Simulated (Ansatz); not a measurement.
# TaSi2P4 monolayer in a perpendicular field

Aim: how the TaSi2P4 monolayer screens a field along its normal, and what the field does to its bands. A positive field points along +c.

Main program and level: Ansatz 0.2.0; plane-wave DFT, PBE-D3(BJ), Ansatz PAW.

Report form: the programs' logs are mostly left out.

### Step 1. The structure

The cell holds 7 atoms: 4 P, 2 Si and 1 Ta. Cell: a = 3.480 Å, b = 3.480 Å, c = 48.446 Å, α = 90.0°, β = 90.0°, γ = 120.0°. Vacuum lies along c.

### Step 2. Relaxation

The starting cell is a guess, so the in-plane lattice and the atoms are relaxed first, with the slab cut off from its images along the normal.

input.yaml reads:

```yaml
crystal:
  lattice:
    - [3.48, 0.0, 0.0]
    - [-1.74, 3.0137684052, 0.0]
    - [0.0, 0.0, 48.4459111573]
  atoms:
    - { symbol: P, position: [0.0, 0.0, 0.4097353012] }
    - { symbol: Si, position: [0.3333333333, 0.6666666667, 0.4230375123] }
    - { symbol: P, position: [0.3333333333, 0.6666666667, 0.4665912396] }
    - { symbol: Ta, position: [0.0, 0.0, 0.5], spin: 1.0 }
    - { symbol: P, position: [0.3333333333, 0.6666666667, 0.5334087604] }
    - { symbol: Si, position: [0.3333333333, 0.6666666667, 0.5769624877] }
    - { symbol: P, position: [0.0, 0.0, 0.5902646988] }
  periodic: [true, true, false]
magnetization:
  spin_polarized: true
kpoints:
  mp_grid: { grid: [12, 12, 1] }
hamiltonian:
  xc: pbe
  dispersion: d3bj
scf:
  occupations: { method: fermi_dirac, width: 0.05 }
  convergence: { dr2_threshold: 1.0e-09 }
relax:
  f_tol: 0.004
  max_steps: 90
  cell: {}
output:
  write_potential: true
  write_density: true
  volumetric_format: npy
```

On the command line:

```console
ansatz run input.yaml --threads 2 --pin off --max-ram 3072MiB --backend cpu --events-out ev --progress --plain --runs-dir out
```

The job ended after 4.3 min (2 threads of Arm Neoverse V1, shared host; peak memory 0.93 GiB).

Relaxation path:

| step | energy less that of the first step (eV) | largest force component (eV/Å) | volume (Å³) |
| --- | --- | --- | --- |
| 1 | 0.0000 | 3.7715 | 508.10 |
| 2 | -1.7238 | 1.0721 | 507.30 |
| 3 | -1.8873 | 0.2372 | 504.93 |
| 4 | -1.8961 | 0.1065 | 511.67 |
| 5 | -1.8969 | 0.0191 | 511.23 |
| 6 | -1.8969 | 0.0020 | 511.22 |
| 7* | -1.8971 | 0.0020 | 511.22 |

Relaxation steps marked * repeat the geometry before them on a plane-wave basis chosen anew for their cell, so energy and pressure can jump there.

The run keeps the 12 symmetry operations that it works with, so distortions that break them were not tested.

| cell as run | before | after | change |
| --- | --- | --- | --- |
| a (Å) | 3.480 | 3.491 | +0.3 % |
| b (Å) | 3.480 | 3.491 | +0.3 % |

The atoms that moved most (Å, along periodic axes as changes of fractional coordinates times the final cell, across vacuum about the mean position):

| atom | dx | dy | dz | length |
| --- | --- | --- | --- | --- |
| P1 | 0.000 | 0.000 | -0.353 | 0.353 |
| P7 | 0.000 | 0.000 | 0.353 | 0.353 |
| P5 | 0.000 | 0.000 | -0.141 | 0.141 |
| P3 | 0.000 | 0.000 | 0.141 | 0.141 |
| Si6 | 0.000 | 0.000 | -0.013 | 0.013 |
| Si2 | 0.000 | 0.000 | 0.013 | 0.013 |

Numbers from this step:

* energy at zero smearing: -14231.2482 eV

The lattice constant a goes from 3.480 to 3.491 Å.

### Step 3. Atoms held, field 0

A sawtooth potential applies the field, turning back in the middle of the vacuum. With the dipole correction the typed value is the field outside the slab. The induced dipole is small, so the SCF threshold is tight.

The cell differs from the one that the last finished run ended in (c 48.446 → 27.452 Å).

input.yaml reads:

```yaml
crystal:
  lattice:
    - [3.4906771411, 0.0, 0.0]
    - [-1.7453385706, 3.0230150806, 0.0]
    - [0.0, 0.0, 27.452456644]
  atoms:
    - { symbol: P, position: [0.0, 0.0, 0.3278395124] }
    - { symbol: Si, position: [0.3333333333, 0.6666666667, 0.3646563542] }
    - { symbol: P, position: [0.3333333333, 0.6666666667, 0.4461890739] }
    - { symbol: Ta, position: [0.0, 0.0, 0.5] }
    - { symbol: P, position: [0.3333333333, 0.6666666667, 0.5538109261] }
    - { symbol: Si, position: [0.3333333333, 0.6666666667, 0.6353436458] }
    - { symbol: P, position: [0.0, 0.0, 0.6721604876] }
kpoints:
  mp_grid: { grid: [18, 18, 1] }
  band_path:
    path: [[0, 0, 0], [0.5, 0, 0], [0.33333333, 0.33333333, 0], [0, 0, 0]]
    npoints: 16
hamiltonian:
  xc: pbe
  dispersion: d3bj
scf:
  occupations: { method: fermi_dirac, width: 0.02585 }
  convergence: { dr2_threshold: 1.0e-10 }
efield:
  axis: 3
  dipole_correction: true
  ramp_position: 0.97
  ramp_width: 0.06
  amplitude: 0
output:
  dos: { projected: true, e_range: [-6, 5] }
  write_potential: true
  write_density: true
  volumetric_format: npy
  elf: true
```

The job ended after 32 s (2 threads; peak memory 0.67 GiB; 64 s of CPU time).

This step gave:

```
energy at zero smearing   : -14231.2485 eV
work function, upper face : 5.397 eV
dipole along the normal   : -2.65e-6 e·Å
```

Running mean over a fixed 2.7 Å (it still follows the layers) of the planar mean; the ramp of the sawtooth is left out. Table of electron's electrostatic potential energy less the Fermi level by z:

| z (Å) | electron's electrostatic potential energy less the Fermi level (eV) |
| --- | --- |
| 3.5 | 5.40 |
| 4.0 | 5.40 |
| 4.5 | 5.40 |
| 5.0 | 5.39 |
| 5.5 | 5.39 |
| 6.0 | 5.35 |
| 6.5 | 5.19 |
| 7.0 | 4.54 |
| 7.5 | 2.43 |
| 8.0 | -0.648 |
| 8.5 | -3.72 |
| 9.0 | -6.42 |
| 9.5 | -7.65 |
| 10.0 | -7.00 |
| 10.5 | -5.47 |
| 11.0 | -4.80 |
| 11.5 | -4.26 |
| 12.0 | -4.54 |
| 12.5 | -7.05 |
| 13.0 | -9.18 |
| 13.5 | -9.41 |
| 14.0 | -9.42 |
| 14.5 | -9.05 |
| 15.0 | -6.78 |
| 15.5 | -4.42 |
| 16.0 | -4.32 |
| 16.5 | -4.84 |
| 17.0 | -5.58 |
| 17.5 | -7.13 |
| 18.0 | -7.62 |
| 18.5 | -6.20 |
| 19.0 | -3.44 |
| 19.5 | -0.348 |
| 20.0 | 2.70 |
| 20.5 | 4.63 |
| 21.0 | 5.22 |
| 21.5 | 5.36 |
| 22.0 | 5.39 |
| 22.5 | 5.39 |
| 23.0 | 5.40 |
| 23.5 | 5.40 |
| 24.0 | 5.40 |

The density of states has structure finer than the step of the table below, so its rows give means over 0.2 eV, whole bins alone (the curve runs from -6 to 1.99 eV). Peaks (eV: height): -5.12: 8.17, -4.92: 16.5, -4.24: 9.93, -3.66: 8.80, -2.14: 8.52, -1.56: 11.0, -1.42: 11.4.

Table of density of states by energy, zero at the Fermi level; means over each step:

energy (eV), density of states (states/eV a cell) and a bar:
```
     -5.8        0.4 #
     -5.6        0.4 #
     -5.4        0.6 ##
     -5.2        2.4 #########
     -5.0        7.3 ###########################
     -4.8        2.6 ##########
     -4.6        4.2 ################
     -4.4        2.6 ##########
     -4.2        6.1 #######################
     -4.0        3.1 ############
     -3.8        3.1 ############
     -3.6        3.7 ##############
     -3.4        2.8 ###########
     -3.2        3.7 ##############
     -3.0        4.3 ################
     -2.8        4.1 ################
     -2.6        4.5 #################
     -2.4        4.2 ################
     -2.2        5.7 ######################
     -2.0        5.9 ######################
     -1.8        4.6 #################
     -1.6        4.5 #################
     -1.4        7.9 ##############################
     -1.2        6.7 #########################
     -1.0        4.1 ################
     -0.8        3.0 ###########
     -0.6        1.4 #####
     -0.4        1.3 #####
     -0.2        2.4 #########
      0.0        2.7 ##########
      0.2        1.8 #######
      0.4        1.0 ####
      0.6        0.5 ##
      0.8        0.2 #
      1.0        0.0 
      1.2        0.0 
      1.4        0.2 #
      1.6        1.2 #####
      1.8        2.2 ########
```

Projected DOS per atom over height of the atomic layer and energy from the Fermi level. Layers: P Si P Ta P Si P from below.

Ten even steps from '_' (0.00 states/eV) to '@' (1.71 states/eV), each cell a mean:
```
..::__::__::..
______________
______________
______..______
______++______
____..@@..____
____..==..____
..__------__..
==__******__==
%%..**##**..%%
==..--++--..==
**::======::**
==::--::--::==
==----------==
--::::--::::--
::::::--::::::
::::------::::
::::==--==::::
::::==::==::::
------::------
______________
______________
```
Columns: height of the atomic layer (Å) from 9 to 18.5 (not evenly spaced); rows upwards: energy from the Fermi level (eV) from -5.96 to 1.96.

Electronic bands along the path, in eV, zero at the Fermi level:

| point | band 17 | band 18 | band 19 | band 20 | band 21 | band 22 | band 23 | band 24 |
| --- | --- | --- | --- | --- | --- | --- | --- | --- |
| Γ | -0.95 | -0.95 | -0.39 | -0.39 | 0.34 | 2.95 | 2.95 | 3.06 |
| halfway | -1.83 | -1.27 | -1.18 | -1.11 | -0.11 | 1.94 | 2.09 | 2.91 |
| M | -1.88 | -1.79 | -1.56 | -0.69 | -0.32 | 1.41 | 1.49 | 2.38 |
| halfway | -2.28 | -1.99 | -1.57 | -1.02 | 0.21 | 2.14 | 2.47 | 2.82 |
| K | -3.11 | -2.62 | -1.52 | -0.72 | 0.85 | 1.99 | 2.01 | 2.09 |
| halfway | -2.19 | -1.41 | -1.26 | -1.11 | -0.08 | 2.41 | 2.89 | 2.98 |
| Γ | -0.95 | -0.95 | -0.39 | -0.39 | 0.34 | 2.95 | 2.95 | 3.06 |

Electrostatic potential energy in the ca plane at fractional y = 0.667, with atoms of Si and P within 0.2 Å of it. With pseudopotentials it is smooth inside the atoms' cores, unlike the true potential.

Ten even steps from '0' (-57 eV) to '9' (6 eV), each cell a mean:
```
99999999999999999999888999999999877789999999
99999999999999999999888999999999876789999999
99999999999999999999888889999999887889999999
99999999999999999999988767898777888887778987
99999999999999999999985114785213789862126873
99999999999999999999972001673000589840004750
99999999999999999999973002784001689850005861
99999999999999999999986446887546888875458885
99999999999999999999988888999888888888889998
```
Columns run along c (16.0 Å, from fractional 0.05 to 0.64 of the cell; values clipped at the 3rd and 97th percentile), rows up along a (3.5 Å). Atoms in or near the plane, at fractional coordinates: Si at (0.36, 0.33), P at (0.45, 0.33), P at (0.55, 0.33), Si at (0.64, 0.33).

Valence density in the ca plane at fractional y = 0.667, with atoms of Si and P within 0.2 Å of it. It is the smooth field of the valence electrons, not physical close to the nuclei.

Values in e/Å³, 5 rows by 16 columns, each cell a mean:
```
0.00 0.00 0.03 0.20 0.35 0.14 0.07 0.17 0.35 0.30 0.15 0.07 0.18 0.35 0.15 0.01
0.00 0.00 0.02 0.17 0.37 0.22 0.15 0.33 0.33 0.33 0.30 0.14 0.26 0.35 0.12 0.01
0.00 0.00 0.01 0.09 0.33 0.31 0.54 0.56 0.40 0.49 0.54 0.50 0.29 0.30 0.06 0.01
0.00 0.00 0.01 0.08 0.27 0.28 0.66 0.39 0.42 0.50 0.40 0.63 0.22 0.26 0.05 0.01
0.00 0.00 0.02 0.13 0.39 0.29 0.28 0.52 0.34 0.40 0.48 0.25 0.32 0.35 0.09 0.01
```
Columns run along c (16.0 Å, from fractional 0.18 to 0.76 of the cell), rows up along a (3.5 Å). Atoms in or near the plane, at fractional coordinates: Si at (0.36, 0.33), P at (0.45, 0.33), P at (0.55, 0.33), Si at (0.64, 0.33).

ELF in the ca plane at fractional y = 0.667, with atoms of Si and P within 0.2 Å of it. It is the smooth field of the valence electrons, not physical close to the nuclei.

Ten even steps from '0' (0.00) to '9' (0.92), each cell a mean:
```
00000135777776521123432111234311135677777531
00000146787666420012221121122210024666787631
00000024677787642235763111367532246777776420
00000001245788755678997323798876557887542100
00000000013564358985477425764589853565310000
00000000001322459981016424610189954223100000
00000000012443359982037425730289943344200000
00000000124677557887798424897788755776421000
00000013456788753457885212588754357887654210
```
Columns run along c (16.0 Å, from fractional 0.18 to 0.76 of the cell), rows up along a (3.5 Å). Atoms in or near the plane, at fractional coordinates: Si at (0.36, 0.33), P at (0.45, 0.33), P at (0.55, 0.33), Si at (0.64, 0.33).

The work function of the upper face is 5.40 eV.

### Step 4. Single point, field 0.1 V/Å

Edit input.yaml of step 3 so:

```diff
@@ -29,5 +29,4 @@
   ramp_width: 0.06
-  amplitude: 0
+  amplitude: 0.1
 output:
-  dos: { projected: true, e_range: [-6, 5] }
   write_potential: true
@@ -35,2 +34 @@
   volumetric_format: npy
-  elf: true
```

It took 35 s on 2 threads; peak memory 0.65 GiB; 65 s of CPU time.

The dipole is 0.0667 e·Å.

### Step 5. Atoms held, field -0.1 V/Å

Edit input.yaml of step 4 so:

```diff
@@ -29,3 +29,3 @@
   ramp_width: 0.06
-  amplitude: 0.1
+  amplitude: -0.1
 output:
```

The job ended after 33 s (2 threads; peak memory 0.65 GiB; 66 s of CPU time).

The dipole is -0.0667 e·Å.

### Step 6. Response, atoms held

This step: plane-wave DFT, PBE-D3(BJ), Ansatz PAW; response to a field along the normal, atoms held (Ansatz 0.2.0).

The dipoles give the slope, and the difference of two potentials shows where the field is screened.

Numbers from this step:

```yaml
equivalent_conductor_thickness_p_eps_0ae: 11.43 Å
distance_between_the_outer_atoms: 9.452 Å
```

Dipole of the cell against applied field:

| applied field (V/Å) | dipole of the cell (e·Å) |
| --- | --- |
| -0.1000 | -0.0667 |
| 0.0000 | -2.7e-6 |
| 0.1000 | 0.0667 |

Local field over the applied field, running mean. From the potentials at -0.1 and 0.1 V/Å; running mean over 2.5 Å. Table of local field over applied field by z:

z (Å), local field over applied field and a bar:
```
      4.5      0.999 ##############################
      5.0      0.995 ##############################
      5.5      0.986 ##############################
      6.0      0.961 #############################
      6.5      0.900 ###########################
      7.0      0.782 #######################
      7.5      0.614 ##################
      8.0      0.435 #############
      8.5      0.260 #######
      9.0      0.126 ###
      9.5      0.071 ##
     10.0      0.064 #
     10.5      0.066 #
     11.0      0.074 ##
     11.5      0.068 ##
     12.0      0.044 #
     12.5      0.032 
     13.0      0.029 
     13.5      0.019 
     14.0      0.020 
     14.5      0.029 
     15.0      0.033 
     15.5      0.046 #
     16.0      0.070 ##
     16.5      0.073 ##
     17.0      0.065 #
     17.5      0.064 #
     18.0      0.073 ##
     18.5      0.136 ####
     19.0      0.276 ########
     19.5      0.452 #############
     20.0      0.631 ###################
     20.5      0.795 ########################
     21.0      0.908 ###########################
     21.5      0.964 #############################
     22.0      0.988 ##############################
     22.5      0.996 ##############################
     23.0      0.999 ##############################
```

The induced electron density oscillates, so the rows of the table below give means over windows of 0.5 Å about each position, cut where the curve ends. Its maxima inside the range that stand out by 2 % of the span (Å: e/Å³ per V/Å): 8.01: 0.00370, 9.29: 8.4e-4, 11.01: 6.8e-4, 12.30: 7.3e-4, 14.30: 8.0e-4, 15.73: -8.9e-5, 17.30: 0.00149, 18.59: -4.1e-4. Its minima: 8.86: 4.1e-4, 10.15: -0.00149, 11.72: 8.9e-5, 13.15: -8.0e-4, 15.16: -7.3e-4, 16.44: -6.8e-4, 18.16: -8.4e-4, 19.45: -0.00370.

Electrons, planar mean, per unit field. Induced electron density against z; means over each step:

| z (Å) | induced electron density (e/Å³ per V/Å) |
| --- | --- |
| 4.5 | 6.2e-6 |
| 5.0 | 2.0e-5 |
| 5.5 | 6.5e-5 |
| 6.0 | 1.9e-4 |
| 6.5 | 5.3e-4 |
| 7.0 | 0.00132 |
| 7.5 | 0.00270 |
| 8.0 | 0.00351 |
| 8.5 | 0.00180 |
| 9.0 | 5.6e-4 |
| 9.5 | 5.0e-4 |
| 10.0 | -0.00107 |
| 10.5 | -6.0e-4 |
| 11.0 | 5.7e-4 |
| 11.5 | 2.9e-4 |
| 12.0 | 4.0e-4 |
| 12.5 | 4.5e-4 |
| 13.0 | -5.3e-4 |
| 13.5 | -4.1e-4 |
| 14.0 | 4.9e-4 |
| 14.5 | 4.6e-4 |
| 15.0 | -5.2e-4 |
| 15.5 | -3.5e-4 |
| 16.0 | -3.4e-4 |
| 16.5 | -5.3e-4 |
| 17.0 | 7.5e-4 |
| 17.5 | 9.5e-4 |
| 18.0 | -5.9e-4 |
| 18.5 | -5.6e-4 |
| 19.0 | -0.00203 |
| 19.5 | -0.00353 |
| 20.0 | -0.00255 |
| 20.5 | -0.00122 |
| 21.0 | -4.8e-4 |
| 21.5 | -1.8e-4 |
| 22.0 | -5.8e-5 |
| 22.5 | -1.8e-5 |
| 23.0 | -5.5e-6 |

By hand: between -0.1 and 0.1 V/Å the dipole changes by 0.1333 e·Å, a slope of 0.6666 e·Å²/V. A perfect conductor of thickness t has p = ε₀AEt, so t = 180.95 × 0.6666 / 10.552 = 11.43 Å (e/ε₀ = 180.95 V·Å, A in Å²).

The induced dipole is that of a conductor 11.43 Å thick.

### Step 7. Summary of results

```
gap without field                          : none
work function, upper face                  : 5.40 eV
equivalent conductor thickness, atoms held : 11.4 Å
```

In words: The induced dipole equals that of a perfect conductor 11.43 Å thick, while the outer atoms lie 9.45 Å apart. There is no gap over 0.03 eV, with or without the field. The first relaxation ran with spin and lost its moment, and the later runs have none; other magnetic states were not tried. Spin-orbit coupling is left out, which matters for the bands of elements this heavy. The outer anions sit over the metal atoms, one of several polytypes of such layers and not the lowest for every compound.

[Logs are printed without paths, hosts, clocks, repeated set-up lines and the standing remarks that a program may print on its own settings, such as how far it seeks lower states.]

[Hosts, paths, dates, database ids (printed as entryN), source tags and the programs' standing remarks are cut or masked in the printed files.]

[Maps of the electrostatic potential energy from Ansatz leave out the sawtooth potential of an applied field or a dipole correction, so their vacuum need not be flat; planar profiles and work functions include it.]

[The density of states shown here was stored with 400 of the rows of the run's finer table, so its peaks can read low, often by over a quarter, or be missed, and its means over a window can be off by a tenth or more.]
